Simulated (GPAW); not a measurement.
# VSi2P4 monolayer: work function by functional and basis, part 2 of 2

Wanted: work functions and dipole of VSi2P4 monolayer, with the cost of each level.

GPAW 26.7.0; GPAW, PAW setups; layer in a repeated cell with vacuum, relaxation of atoms and in-plane cell (the session's first sound run).

So far, upper work function (eV): step 3 (the slab's potential, PBE, GPAW) 5.43; step 5 (self-consistent run: xc = "revPBE") 5.34; step 6 (self-consistent run: xc = "vdW-DF2", GPAW, PAW setups, GPAW) 5.72; step 7 (OptPBE vdW: xc = "optPBE-vdW", GPAW, PAW setups, GPAW) 5.62; step 8 (self-consistent run: xc = "LDA") 5.67.

## (9) Real-space grid: mode = "fd"

Level of this step: GPAW, PAW setups; slab in vacuum (GPAW).

A real-space grid is a second complete basis, so it checks the plane-wave result.

Contents of run.py:

```python
import json
import numpy as np
from ase import Atoms
from gpaw import GPAW

slab = Atoms(
    ['P', 'Si', 'P', 'V', 'P', 'Si', 'P'],
    positions=[
        [0.00000, 0.00000, 7.00000],
        [-0.00000, 2.01121, 8.03097],
        [-0.00000, 2.01121, 10.29963],
        [-0.00000, -0.00000, 11.66375],
        [-0.00000, 2.01121, 13.02788],
        [-0.00000, 2.01121, 15.29655],
        [0.00000, -0.00000, 16.32750]],
    cell=[[3.48352, 0.0, 0.0], [-1.74176, 3.01682, 0.0], [0.0, 0.0, 23.3275]],
    pbc=[True, True, False],
    magmoms=[0.0, 0.0, 0.0, 1.0, 0.0, 0.0, 0.0])

slab.calc = GPAW(mode='fd', h=0.18, xc='PBE', kpts={'size': (9, 9, 1), 'gamma': True},
                 occupations={'name': 'fermi-dirac', 'width': 0.05}, nbands='200%',
                 convergence={'density': 1e-05}, maxiter=200,
                 poissonsolver={'dipolelayer': 'xy'},
                 symmetry={'tolerance': 1e-3}, txt='slab.txt')
result = {}
energy = slab.get_potential_energy()
fermi = slab.calc.get_fermi_level()
v = slab.calc.get_electrostatic_potential().mean((0, 1)) - fermi
n = slab.calc.get_pseudo_density().mean((0, 1))
L = slab.cell[2, 2]
z = np.arange(len(v)) * L / len(v)
low, high = slab.positions[:, 2].min(), slab.positions[:, 2].max()
below, above = np.interp([low - 4.8, high + 4.8], z, v)
slopes = [np.interp(x, z, np.gradient(v, z)) for x in (low - 4.8, high + 4.8)]
eps = np.array([[slab.calc.get_eigenvalues(k, s) for k in range(len(slab.calc.get_ibz_k_points()))]
                for s in range(slab.calc.get_number_of_spins())]) - fermi
top, bottom = eps[eps < 0].max(), eps[eps > 0].min()
dipole = slab.get_dipole_moment()[2]
print(f'energy {energy:.4f} eV, Fermi level {fermi:.4f} eV, dipole {dipole:.5f} e A')
print(f'potential 4.8 A off the faces, from the Fermi level: lower {below:.4f} eV, upper {above:.4f} eV')
print(f'slope of the potential there: lower {slopes[0]:.5f}, upper {slopes[1]:.5f} eV/A')
print(f'nearest levels on the mesh: {top:.4f} and {bottom:.4f} eV')
print('magnetic moment', round(slab.get_magnetic_moment(), 3))
result.update(energy=energy, fermi=fermi, dipole=dipole, below=below, above=above, slopes=slopes, edges=[top, bottom],
              z=z.tolist(), v=v.tolist(), n=n.tolist(), positions=slab.positions.tolist(),
              forces=slab.get_forces(apply_constraint=False).tolist(), moments=slab.get_magnetic_moments().tolist())
json.dump(result, open('result.json', 'w'))
```

Launch:

```bash
> OMP_NUM_THREADS=1 OPENBLAS_NUM_THREADS=1 python run.py
```

Output:

```text
energy -42.6307 eV, Fermi level -5.4290 eV, dipole 0.00013 e A
potential 4.8 A off the faces, from the Fermi level: lower 5.4302 eV, upper 5.4278 eV
slope of the potential there: lower -0.00011, upper 0.00011 eV/A
nearest levels on the mesh: -0.0289 and 0.0030 eV
magnetic moment 0.888
```

It took 6.5 min on 1 thread of Arm Neoverse V2, shared host; peak memory 0.88 GiB.

Numbers from this step:

| Item | Value |
| --- | --- |
| dipole along the normal | 1.32e-4 e·Å |
| levels nearest the Fermi level on the mesh | -0.02891, 0.002976 eV from the Fermi level |
| upper work function | 5.428 eV |
| lower work function | 5.430 eV |
| site moments | 0.001205, 0.008471, -0.03344, 0.7792, -0.03344, 0.008471, 0.001205 μB |
| sum of the site moments | 0.7317 μB |

The electrostatic potential energy of an electron (without an applied field's), less the Fermi level, planar mean oscillates, so the rows of the table below give means over windows of 1.64 Å about each position, cut where the curve ends. Its maxima inside the range that stand out by 2 % of the span (Å: eV): 7.6: -10.8, 9.2: 1.85, 10.9: -5.40, 12.4: -5.40, 14.1: 1.85, 15.8: -10.8. Its minima: 7.0: -14.4, 7.9: -12.6, 10.3: -12.5, 11.7: -12.0, 13.0: -12.5, 15.4: -12.6, 16.3: -14.4.

Table of electrostatic potential energy of an electron (without an applied field's), less the Fermi level, planar mean by z; means over each step:

z (Å), electrostatic potential energy of an electron (without an applied field's), less the Fermi level, planar mean (eV) and a bar from the least value:
```
     0.82        5.4 ##############################
     2.46        5.4 ##############################
     4.10        5.4 ##############################
     5.74        3.0 ##########################
     7.38      -11.8 
     9.02       -1.8 #################
    10.66       -8.5 ######
    12.30       -9.2 ####
    13.94       -2.0 #################
    15.58      -11.2 #
    17.22       -0.4 ####################
    18.86        5.4 ##############################
    20.50        5.4 ##############################
    22.14        5.4 ##############################
```

The upper face's work function is 5.428 eV, against 5.426 eV in the first plane-wave PBE run at this geometry.

## (10) Atomic orbitals: mode = "lcao"

Atom-centred orbitals end a few angstrom from the surface, which tests how much the density's tail matters.

Changes to run.py since step 9:

```diff
@@ -19,4 +19,4 @@
 
-slab.calc = GPAW(mode='fd', h=0.18, xc='PBE', kpts={'size': (9, 9, 1), 'gamma': True},
-                 occupations={'name': 'fermi-dirac', 'width': 0.05}, nbands='200%',
+slab.calc = GPAW(mode='lcao', basis='dzp', h=0.18, xc='PBE', kpts={'size': (9, 9, 1), 'gamma': True},
+                 occupations={'name': 'fermi-dirac', 'width': 0.05}, nbands='120%',
                  convergence={'density': 1e-05}, maxiter=200,
```

Output:

```text
energy -41.4312 eV, Fermi level -5.1955 eV, dipole 0.00013 e A
potential 4.8 A off the faces, from the Fermi level: lower 5.1967 eV, upper 5.1943 eV
slope of the potential there: lower -0.00000, upper -0.00000 eV/A
nearest levels on the mesh: -0.0178 and 0.0240 eV
magnetic moment 0.882
```

The job ended after 4.1 min (1 thread; peak memory 0.35 GiB).

This step gave:

| Item | Value |
| --- | --- |
| levels nearest the Fermi level on the mesh | -0.01781, 0.02398 eV from the Fermi level |
| upper work function | 5.194 eV |
| lower work function | 5.197 eV |
| site moments | 0.001105, 0.008186, -0.03629, 0.7816, -0.03629, 0.008186, 0.001105 μB |
| sum of the site moments | 0.7276 μB |

The electrostatic potential energy of an electron (without an applied field's), less the Fermi level, planar mean oscillates, so the rows of the table below give means over windows of 1.64 Å about each position, cut where the curve ends. Its maxima inside the range that stand out by 2 % of the span (Å: eV): 7.6: -11.0, 9.2: 1.80, 10.9: -5.48, 12.4: -5.48, 14.1: 1.80, 15.8: -11.0. Its minima: 7.0: -14.5, 7.9: -12.7, 10.3: -12.5, 11.7: -12.1, 13.0: -12.5, 15.4: -12.7, 16.3: -14.6.

Electrostatic potential energy of an electron (without an applied field's), less the Fermi level, planar mean against z; means over each step:

z (Å), electrostatic potential energy of an electron (without an applied field's), less the Fermi level, planar mean (eV) and a bar from the least value:
```
     0.82        5.2 ##############################
     2.46        5.2 ##############################
     4.10        5.2 ##############################
     5.74        2.9 ##########################
     7.38      -11.9 
     9.02       -1.8 ##################
    10.66       -8.6 ######
    12.30       -9.3 #####
    13.94       -2.0 #################
    15.58      -11.3 #
    17.22       -0.5 ####################
    18.86        5.2 ##############################
    20.50        5.2 ##############################
    22.14        5.2 ##############################
```

The upper face's work function is 5.194 eV, against 5.426 eV in the first plane-wave PBE run at this geometry.

## (11) The ladder

Times are for 1 thread of Arm Neoverse V2, shared host. Results by setting:

| no. | run | upper work function (eV) | lower work function (eV) | time | memory (GiB) |
| --- | --- | --- | --- | --- | --- |
| 1 | pw | 5.426 | 5.428 | 2.4 min | 0.31 |
| 2 | RPBE | 5.337 | 5.339 | 2.4 min | 0.31 |
| 3 | revPBE | 5.336 | 5.339 | 2.4 min | 0.31 |
| 4 | vdW DF2 | 5.719 | 5.721 | 2.6 min | 0.5 |
| 5 | optPBE vdW | 5.615 | 5.618 | 2.6 min | 0.49 |
| 6 | LDA | 5.668 | 5.671 | 3.2 min | 0.29 |
| 7 | fd | 5.428 | 5.430 | 6.5 min | 0.88 |
| 8 | lcao | 5.194 | 5.197 | 4.1 min | 0.35 |

## (12) Side by side

Results and costs are gathered.

This step: comparison of work functions, dipole and cost (GPAW 26.7.0).

Ladder, by row:

| step | code | work function, upper (eV) | work function, lower (eV) | dipole (e Å) | wall time (s) | peak memory (GiB) | threads |
| --- | --- | --- | --- | --- | --- | --- | --- |
| pw | GPAW | 5.426 | 5.428 | 1.34e-4 | 144.1 | 0.31 | 1 |
| RPBE | GPAW | 5.337 | 5.339 | 1.34e-4 | 143.4 | 0.31 | 1 |
| revPBE | GPAW | 5.336 | 5.339 | 1.34e-4 | 144.1 | 0.31 | 1 |
| vdW-DF2 | GPAW | 5.719 | 5.721 | 1.34e-4 | 153.5 | 0.5 | 1 |
| optPBE-vdW | GPAW | 5.615 | 5.618 | 1.34e-4 | 154.7 | 0.49 | 1 |
| LDA | GPAW | 5.668 | 5.671 | 1.34e-4 | 194.9 | 0.29 | 1 |
| fd | GPAW | 5.428 | 5.43 | 1.32e-4 | 388.6 | 0.88 | 1 |
| lcao | GPAW | 5.194 | 5.197 | 1.32e-4 | 247.7 | 0.35 | 1 |

## (13) A changed run

One more run, with changed settings.

This step: GPAW, PAW setups; slab in vacuum (GPAW 26.7.0).

Changes to run.py since step 10:

```diff
@@ -3,3 +3,3 @@
 from ase import Atoms
-from gpaw import GPAW
+from gpaw import GPAW, PW
 
@@ -16,8 +16,8 @@
     cell=[[3.48352, 0.0, 0.0], [-1.74176, 3.01682, 0.0], [0.0, 0.0, 23.3275]],
-    pbc=[True, True, False],
+    pbc=[True, True, True],
     magmoms=[0.0, 0.0, 0.0, 1.0, 0.0, 0.0, 0.0])
 
-slab.calc = GPAW(mode='lcao', basis='dzp', h=0.18, xc='PBE', kpts={'size': (9, 9, 1), 'gamma': True},
-                 occupations={'name': 'fermi-dirac', 'width': 0.05}, nbands='120%',
-                 convergence={'density': 1e-05}, maxiter=200,
+slab.calc = GPAW(mode=PW(400), xc='PBE', kpts={'size': (9, 9, 1), 'gamma': True},
+                 occupations={'name': 'fermi-dirac', 'width': 0.05}, nbands='200%',
+                 convergence={'density': 1e-05}, maxiter=50,
                  poissonsolver={'dipolelayer': 'xy'},
```

Output:

```text
AssertionError
```

Run time: 0.74 s. Hardware: 1 thread; peak memory 0.16 GiB.

The program refused the input before any cycle.

The fault put into the input: a dipole layer in a cell that repeats along the normal (pbc_z = true).

## (14) Outcome

| Quantity | Value |
| --- | --- |
| work function, both faces | 5.43 eV |
| dipole along the normal | 1.3e-4 e Å |

With plane waves and PBE the work function is 5.43 eV on the upper face and 5.43 eV on the lower. Over the sound runs of the table the upper face's work function spans 5.194 (lcao) to 5.719 eV (vdW-DF2). Atomic orbitals miss the plane-wave value by -0.23 eV, since they describe the tail of the density in the vacuum poorly. One magnetic start was tried; another order may lie lower. The layer's cell and atoms come from the relaxation; spin-orbit coupling and temperature are left out.

[Logs are printed without paths, hosts, clocks, repeated set-up lines and the standing remarks that a program may print on its own settings, such as how far it seeks lower states.]

[Hosts, paths, dates, database ids (printed as entryN), source tags and the programs' standing remarks are cut or masked in the printed files.]
